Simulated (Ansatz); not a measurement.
In doubt: masses and optical values from hybrid runs of this build are listed as unsure, which bears on the screening that GW takes from such a start.

Rows from a G0W0 calculation on SiO2 (Quartz) (Ansatz 0.2.0; G0W0 on PBE0, plane waves, PAW; 6×6×4 mesh, 673 empty bands, screening to 190 eV, hard PAW files), in eV. Spin-orbit coupling is left out.

```
row                      k  band   start       Σx  Σc at the solution      Vxc
  A                      Γ    c2  12.829   -6.021              -3.541  -10.326
  B                      Γ    v1   0.451  -26.372               3.295  -22.150
  C                      Γ    c1   9.379   -7.184              -3.139  -10.914
  D  (0.333, 0.333, 0.000)    v2   0.312  -26.605               3.338  -22.344
  E  (0.333, 0.333, 0.000)    v1   0.779  -26.857               3.299  -22.666
  F  (0.333, 0.333, 0.000)    c1  12.468   -7.616              -3.425  -11.816
```

Give the quasiparticle energies and the shift of each level.

The quasiparticle equation reads E = start + Σx + Σc(E) − Vxc.

```
row  E (eV)  shift (eV)
  A  13.592      +0.764
  B  -0.476      −0.927
  C   9.969      +0.591
  D  -0.611      −0.923
  E  -0.112      −0.891
  F  13.243      +0.775
```

The gap over the computed points goes from 8.60 eV to 10.08 eV.

Limits: not at the basis limit.

[Paths, hosts, dates, memory and timing lines, banners, echoed tables and standing remarks are left out of the program output.]

[Logs are printed without paths, hosts, clocks, repeated set-up lines and the standing remarks that a program may print on its own settings, such as how far it seeks lower states.]

[Runs of the session that timed out or met a known fault of the program may be left out.]

[Cells called generated may have been cut or substituted from an entry of the Crystallography Open Database or the Materials Project.]

[Hosts, paths, dates, database ids (printed as entryN), source tags and the programs' standing remarks are cut or masked in the printed files.]
